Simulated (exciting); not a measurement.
Consider SF6, space group Im-3m.

```
S F
1.0
    -2.87350    2.87350    2.87350
     2.87350   -2.87350    2.87350
     2.87350    2.87350   -2.87350
S F
1 6
Direct
  0.00000 0.00000 0.00000
  0.27437 0.00000 0.27437
  0.72563 0.00000 0.72563
  0.00000 0.72563 0.72563
  0.00000 0.27437 0.27437
  0.27437 0.27437 0.00000
  0.72563 0.72563 0.00000
```

Absorber: atom 2, with 1 S at 1.58 Å (terminal, site symmetry 4mm). Method: exciting, all-electron LAPW+lo, LDA, exchange and screened direct term (singlet BSE), 3×3×3 shifted k points, 33 conduction bands, |G+q| up to 3 bohr⁻¹, full RPA screening with nempty = 62, Lorentzian half width 0.45 eV.

Q: What does the F K spectrum look like, and is there a bound core exciton?

Bound core exciton? Yes on this mesh: the first bright state (over 5 % of the brightest) lies at -5.68 eV from the Kohn–Sham onset and at -5.86 eV from the lowest bare transition of its own mesh; weaker or dark states reach down to -5.77 eV. Maxima (height): -5.7 eV (1.00), 0.1 eV (0.57), 2.8 eV (0.26), 5.6 eV (0.43) and 18.2 eV (0.15).

Energy from the Kohn–Sham onset, core level to the lowest empty state found on the meshes used; Im ε in relative units:

| E (eV) | Im ε |
| --- | --- |
| -9.0 | 0.02 |
| -8.5 | 0.03 |
| -8.0 | 0.04 |
| -7.5 | 0.06 |
| -7.0 | 0.11 |
| -6.5 | 0.24 |
| -6.0 | 0.67 |
| -5.5 | 0.86 |
| -5.0 | 0.31 |
| -4.5 | 0.14 |
| -4.0 | 0.08 |
| -3.5 | 0.06 |
| -3.0 | 0.05 |
| -2.5 | 0.05 |
| -2.0 | 0.06 |
| -1.5 | 0.09 |
| -1.0 | 0.16 |
| -0.5 | 0.34 |
| 0.0 | 0.55 |
| 0.5 | 0.43 |
| 1.0 | 0.20 |
| 1.5 | 0.17 |
| 2.0 | 0.14 |
| 2.5 | 0.20 |
| 3.0 | 0.25 |
| 3.5 | 0.22 |
| 4.0 | 0.26 |
| 4.5 | 0.28 |
| 5.0 | 0.31 |
| 5.5 | 0.41 |
| 6.0 | 0.35 |
| 6.5 | 0.18 |
| 7.0 | 0.12 |
| 7.5 | 0.11 |
| 8.0 | 0.10 |
| 8.5 | 0.09 |
| 9.0 | 0.09 |
| 9.5 | 0.09 |
| 10.0 | 0.08 |
| 10.5 | 0.10 |
| 11.0 | 0.12 |
| 11.5 | 0.11 |
| 12.0 | 0.10 |
| 12.5 | 0.09 |
| 13.0 | 0.09 |
| 13.5 | 0.09 |
| 14.0 | 0.09 |
| 14.5 | 0.09 |
| 15.0 | 0.10 |
| 15.5 | 0.11 |
| 16.0 | 0.12 |
| 16.5 | 0.12 |
| 17.0 | 0.14 |
| 17.5 | 0.15 |
| 18.0 | 0.15 |
| 18.5 | 0.15 |
| 19.0 | 0.15 |
| 19.5 | 0.15 |
| 20.0 | 0.12 |
| 20.5 | 0.09 |

With 27 k points the binding energies are rough, and fine structure above the first lines is partly noise of the mesh. Exchange and the short-range direct term aren't converged in the kernel cutoff. The zero comes from the unshifted 3×3×3 ground-state mesh; it is exact only where the band minimum lies on that mesh. The structure is a Materials Project entry, computed there, and may be a hypothetical form.

[Banner, clock and machine lines of the logs are left out without a mark of their own.]

[Logs are printed without paths, hosts, clocks, repeated set-up lines and the standing remarks that a program may print on its own settings, such as how far it seeks lower states.]

[Hosts, paths, dates, database ids (printed as entryN), source tags and the programs' standing remarks are cut or masked in the printed files.]
